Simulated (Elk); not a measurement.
# GaFe3: magneto-optical Kerr spectrum

How strongly does GaFe3 turn reflected light?

Calculated with Elk 11.2.3 (patched build); PBEsol; all-electron APW+lo, Dirac cores, scalar-relativistic bands with second-variational spin-orbit coupling.

Most raw output is cut from this account.

## (1) Set-up

It takes space group Pm-3m (No. 221, cubic). The conventional cell has a = 3.701 Å, b = 3.701 Å, c = 3.701 Å, α = 90.00°, β = 90.00°, γ = 90.00°. Nearest to Ga lie 12 Fe at 2.62 Å. Nearest to Fe lie 4 Ga at 2.62 Å and 8 Fe at 2.62 Å. Farther neighbours are not listed.

## (2) Ground state with spin–orbit coupling

In a ferromagnet the Kerr effect comes from exchange splitting and spin–orbit coupling together. The parallel order is imposed here; no other order was tried.

In this input [001] lies along z, the axis of the moments and of the light.

Moments are seeded by fields in the spheres (the last three columns under atoms), set against the wanted direction and reduced each loop.

The input, elk.in:

```
tasks
  0
  15

xctype
  22

rgkmax
  7.0

nempty
  14

swidth
  0.005

reducebf
  0.5

epsengy
  1e-05

maxscl
  100

lmaxi
  3

spinpol
  .true.

spinorb
  .true.

cmagz
  .true.

sppath
  './'

avec
  6.99387638724 0.00000000000 0.00000000000
  0.00000000000 6.99387638724 0.00000000000
  0.00000000000 0.00000000000 6.99387638724

atoms
  2
  'Ga.in'
  1
  0.0000000000 0.0000000000 0.0000000000   0.000000 0.000000 0.000000
  'Fe.in'
  3
  0.0000000000 0.5000000000 0.5000000000   0.000000 0.000000 -0.210000
  0.5000000000 0.0000000000 0.5000000000   0.000000 0.000000 -0.210000
  0.5000000000 0.5000000000 0.0000000000   0.000000 0.000000 -0.210000

ngridk
  8 8 8
```

Started as:

```bash
$ OMP_NUM_THREADS=4 elk
```

Elapsed: 12 min, on 4 threads of Arm Neoverse V1, shared host; peak memory 0.46 GiB.

Spin moment in the muffin-tin sphere by atom:

| atom | spin moment in the muffin-tin sphere (μB) |
| --- | --- |
| Ga1 | -0.13 |
| Fe2 | 2.40 |
| Fe3 | 2.40 |
| Fe4 | 2.40 |

Numbers from this step:

```yaml
density_of_states_at_the_fermi_level: 2.290 states/eV/cell
moment_between_the_spheres: -0.08399 μB
magnetization: 6.998 μB
final_state: ferromagnetic
```

After 22 cycles the largest moment stands at 2.40 μB.

Orbital moment <L> in the sphere by atom:

| atom | x (μB) | y (μB) | z (μB) | size |
| --- | --- | --- | --- | --- |
| Ga1 | 0.0000 | 0.0000 | -0.0006 | 0.0006 |
| Fe2 | 0.0000 | 0.0000 | 0.0624 | 0.0624 |
| Fe3 | 0.0000 | 0.0000 | 0.0624 | 0.0624 |
| Fe4 | 0.0000 | 0.0000 | 0.0604 | 0.0604 |

## (3) States and momentum matrix elements on a finer mesh

Optical spectra need more k points than the density, so the states are solved once on a finer mesh in the saved potential.

The input, elk.in:

```
tasks
  1
  120

xctype
  22

rgkmax
  7.0

nempty
  14

swidth
  0.005

reducebf
  0.5

epsengy
  1e-05

maxscl
  1

lmaxi
  3

spinpol
  .true.

spinorb
  .true.

cmagz
  .true.

sppath
  './'

avec
  6.99387638724 0.00000000000 0.00000000000
  0.00000000000 6.99387638724 0.00000000000
  0.00000000000 0.00000000000 6.99387638724

atoms
  2
  'Ga.in'
  1
  0.0000000000 0.0000000000 0.0000000000   0.000000 0.000000 0.000000
  'Fe.in'
  3
  0.0000000000 0.5000000000 0.5000000000   0.000000 0.000000 -0.000210
  0.5000000000 0.0000000000 0.5000000000   0.000000 0.000000 -0.000210
  0.5000000000 0.5000000000 0.0000000000   0.000000 0.000000 -0.000210

ngridk
  11 11 11
```

Started as:

```bash
$ OMP_NUM_THREADS=4 elk
```

It took 2.3 min on 4 threads; peak memory 0.74 GiB; 9.2 min of CPU time.

Read from the output:

```
magnetization  : 6.998 μB
largest moment : 2.403 μB
```

## (4) Optics with a broadening of 0.20 eV

The broadening stands for the lifetime of the excited states; it lowers and widens the peaks.

elk.in, as its differences from that of step 3:

```diff
@@ -1,4 +1,4 @@
 tasks
-  1
-  120
+  121
+  122
 
@@ -14,3 +14,3 @@
 swidth
-  0.005
+  0.0075
 
@@ -23,3 +23,3 @@
 maxscl
-  1
+  100
 
@@ -35,2 +35,5 @@
 cmagz
+  .true.
+
+intraband
   .true.
@@ -58 +61,10 @@
   11 11 11
+
+wplot
+  240 100 0
+  0.00000 0.30000
+
+optcomp
+  1 1
+  1 2
+  3 3
```

Started as:

```bash
$ OMP_NUM_THREADS=4 elk
```

It took 98 s on 4 threads; peak memory 0.05 GiB.

Intraband term included. The polar Kerr angle by photon energy; values in degrees:

| photon energy (eV) | rotation | ellipticity |
| --- | --- | --- |
| 0.00 | 0 | 0 |
| 0.25 | 0.121 | -0.160 |
| 0.50 | 0.311 | -0.131 |
| 0.75 | 0.291 | -0.0133 |
| 1.00 | 0.255 | -0.0319 |
| 1.25 | 0.269 | -0.0284 |
| 1.50 | 0.279 | -0.0497 |
| 1.75 | 0.329 | -0.0443 |
| 2.00 | 0.349 | -0.0285 |
| 2.25 | 0.403 | 0.00204 |
| 2.50 | 0.389 | 0.0554 |
| 2.75 | 0.426 | 0.0413 |
| 3.00 | 0.502 | 0.128 |
| 3.25 | 0.467 | 0.244 |
| 3.50 | 0.452 | 0.302 |
| 3.75 | 0.392 | 0.406 |
| 4.00 | 0.293 | 0.448 |
| 4.25 | 0.183 | 0.532 |
| 4.50 | 0.0155 | 0.459 |
| 4.75 | -0.0541 | 0.341 |
| 5.00 | -0.0448 | 0.299 |
| 5.25 | -0.0592 | 0.215 |
| 5.50 | -0.0292 | 0.212 |
| 5.75 | -0.0419 | 0.172 |
| 6.00 | -0.0420 | 0.195 |
| 6.25 | -0.0961 | 0.135 |
| 6.50 | -0.0696 | 0.0976 |
| 6.75 | -0.0774 | 0.0394 |
| 7.00 | -0.0117 | 0.0333 |
| 7.25 | -0.0290 | 0.0174 |
| 7.50 | -3.7e-4 | 0.0372 |
| 7.75 | -0.0238 | -0.0139 |
| 8.00 | 0.0632 | -0.0177 |

Intraband term included. The optical conductivity by photon energy:

| photon energy (eV) | Re sigma xx (S/cm) | Im sigma xx (S/cm) | Re sigma xy (S/cm) | Im sigma xy (S/cm) | Re sigma zz (S/cm) | Im sigma zz (S/cm) |
| --- | --- | --- | --- | --- | --- | --- |
| 0.00 | 9563 | 0 | -366 | 0 | 9586 | 0 |
| 0.25 | 5964 | 1913 | -284 | -95.4 | 5972 | 1926 |
| 0.50 | 5278 | 77.9 | -253 | -108 | 5279 | 90.3 |
| 0.75 | 6325 | -945 | -227 | -127 | 6318 | -937 |
| 1.00 | 7686 | -397 | -219 | -142 | 7679 | -399 |
| 1.25 | 8113 | 558 | -191 | -186 | 8112 | 564 |
| 1.50 | 8201 | 1732 | -164 | -210 | 8196 | 1745 |
| 1.75 | 7370 | 2964 | -93.7 | -249 | 7355 | 2949 |
| 2.00 | 6126 | 3016 | -41.1 | -204 | 6129 | 3015 |
| 2.25 | 5635 | 2427 | -37.0 | -189 | 5630 | 2427 |
| 2.50 | 5830 | 2413 | -14.9 | -185 | 5828 | 2403 |
| 2.75 | 5410 | 2834 | 1.36 | -183 | 5416 | 2835 |
| 3.00 | 4848 | 2702 | 35.1 | -180 | 4846 | 2705 |
| 3.25 | 4435 | 2287 | 54.9 | -142 | 4431 | 2282 |
| 3.50 | 4523 | 1914 | 52.1 | -139 | 4527 | 1911 |
| 3.75 | 4462 | 1807 | 74.6 | -123 | 4465 | 1808 |
| 4.00 | 4506 | 1622 | 81.5 | -103 | 4507 | 1624 |
| 4.25 | 4487 | 1408 | 98.0 | -86.1 | 4485 | 1407 |
| 4.50 | 4648 | 1164 | 93.1 | -52.5 | 4649 | 1165 |
| 4.75 | 5127 | 1000 | 82.2 | -34.7 | 5124 | 1000 |
| 5.00 | 5516 | 1291 | 80.6 | -29.5 | 5515 | 1288 |
| 5.25 | 5730 | 1768 | 66.4 | -8.39 | 5732 | 1768 |
| 5.50 | 5401 | 2022 | 58.1 | -10.2 | 5400 | 2023 |
| 5.75 | 5535 | 2101 | 49.4 | -3.25 | 5534 | 2100 |
| 6.00 | 5421 | 2435 | 54.8 | -0.296 | 5420 | 2432 |
| 6.25 | 5268 | 2530 | 39.4 | 18.3 | 5269 | 2528 |
| 6.50 | 5168 | 2754 | 27.0 | 14.7 | 5169 | 2752 |
| 6.75 | 4986 | 2852 | 11.1 | 18.0 | 4988 | 2852 |
| 7.00 | 4893 | 2901 | 7.97 | 2.27 | 4894 | 2899 |
| 7.25 | 4584 | 3057 | 3.70 | 6.40 | 4584 | 3060 |
| 7.50 | 4454 | 2886 | 7.54 | -0.0106 | 4455 | 2885 |
| 7.75 | 4470 | 2882 | -2.69 | 4.80 | 4470 | 2883 |
| 8.00 | 4524 | 2834 | -4.00 | -12.4 | 4524 | 2834 |

## (5) Optics with a broadening of 0.30 eV

elk.in, as its differences from that of step 4:

```diff
@@ -14,3 +14,3 @@
 swidth
-  0.0075
+  0.011
```

Started as:

```bash
$ OMP_NUM_THREADS=4 elk
```

Wall time 98 s (4 threads); peak memory 0.05 GiB; 6.6 min of CPU time.

Intraband term included. Table of polar Kerr angle by photon energy; values in degrees:

| photon energy (eV) | rotation | ellipticity |
| --- | --- | --- |
| 0.0 | 0 | 0 |
| 0.2 | 0.0861 | -0.104 |
| 0.4 | 0.180 | -0.148 |
| 0.6 | 0.259 | -0.104 |
| 0.8 | 0.262 | -0.0559 |
| 1.0 | 0.255 | -0.0502 |
| 1.2 | 0.263 | -0.0480 |
| 1.4 | 0.270 | -0.0506 |
| 1.6 | 0.292 | -0.0556 |
| 1.8 | 0.319 | -0.0444 |
| 2.0 | 0.340 | -0.0318 |
| 2.2 | 0.370 | -0.0118 |
| 2.4 | 0.384 | 0.0241 |
| 2.6 | 0.389 | 0.0400 |
| 2.8 | 0.423 | 0.0588 |
| 3.0 | 0.458 | 0.119 |
| 3.2 | 0.451 | 0.194 |
| 3.4 | 0.430 | 0.247 |
| 3.6 | 0.407 | 0.311 |
| 3.8 | 0.355 | 0.373 |
| 4.0 | 0.289 | 0.411 |
| 4.2 | 0.213 | 0.451 |
| 4.4 | 0.102 | 0.444 |
| 4.6 | 0.0237 | 0.389 |
| 4.8 | -0.00995 | 0.322 |
| 5.0 | -0.0228 | 0.284 |
| 5.2 | -0.0353 | 0.237 |
| 5.4 | -0.0235 | 0.209 |
| 5.6 | -0.0290 | 0.196 |
| 5.8 | -0.0285 | 0.177 |
| 6.0 | -0.0391 | 0.175 |
| 6.2 | -0.0659 | 0.147 |
| 6.4 | -0.0647 | 0.109 |
| 6.6 | -0.0629 | 0.0841 |
| 6.8 | -0.0482 | 0.0479 |
| 7.0 | -0.0206 | 0.0400 |
| 7.2 | -0.0174 | 0.0341 |
| 7.4 | -0.00188 | 0.0263 |
| 7.6 | -0.00636 | 0.0222 |
| 7.8 | 0.00549 | -0.00644 |
| 8.0 | 0.0427 | -0.00312 |

## (6) A faulty input

A slip in the input shows what the program catches and what it lets pass.

elk.in, as its differences from that of step 2:

```diff
@@ -2,3 +2,2 @@
   0
-  15
 
@@ -8,3 +7,3 @@
 rgkmax
-  7.0
+  high
 
@@ -23,3 +22,3 @@
 maxscl
-  100
+  50
```

Started as:

```bash
$ OMP_NUM_THREADS=4 elk
```

Elapsed: 0.01 s, on 4 threads; peak memory 0.05 GiB.

The input was rejected at the start.

The program's message: “Error(readinput): error reading from elk.in”

The fault put into the input: a word for a number.

The value must be typed in digits.

## (7) The strongest peak

The largest local extreme of the rotation above 0.5 eV, for majority spin along +z:

| broadening (eV) | energy (eV) | rotation (°) | ellipticity (°) | rotation at 1.96 eV (°) |
| --- | --- | --- | --- | --- |
| 0.20 | 3.06 | 0.505 | 0.162 | 0.344 |
| 0.30 | 3.06 | 0.460 | 0.143 | 0.335 |

## (8) Results

| Item | Value |
| --- | --- |
| net spin moment | 7.00 μB a cell |
| strongest peak above 0.5 eV | 0.50° at 3.1 eV |
| rotation at 1.96 eV | 0.34° |

In words: Above 0.5 eV the rotation peaks at 3.06 eV, with 0.50° for majority spin along +z at a broadening of 0.20 eV. The run's majority spin points along +z; the magnetisation points the other way, and the angle changes sign with it. The intraband term is included. These are independent-particle spectra on a 11×11×11 mesh, not shown converged.

[Logs and program files are shortened in this print: banners, set-up blocks, solver, clock and traceback lines can be left out without a mark of their own.]

[Logs are printed without paths, hosts, clocks, repeated set-up lines and the standing remarks that a program may print on its own settings, such as how far it seeks lower states.]

[Hosts, paths, dates, database ids (printed as entryN), source tags and the programs' standing remarks are cut or masked in the printed files.]

[Where a cell is said to come from a database of computed structures, the database is the Materials Project.]
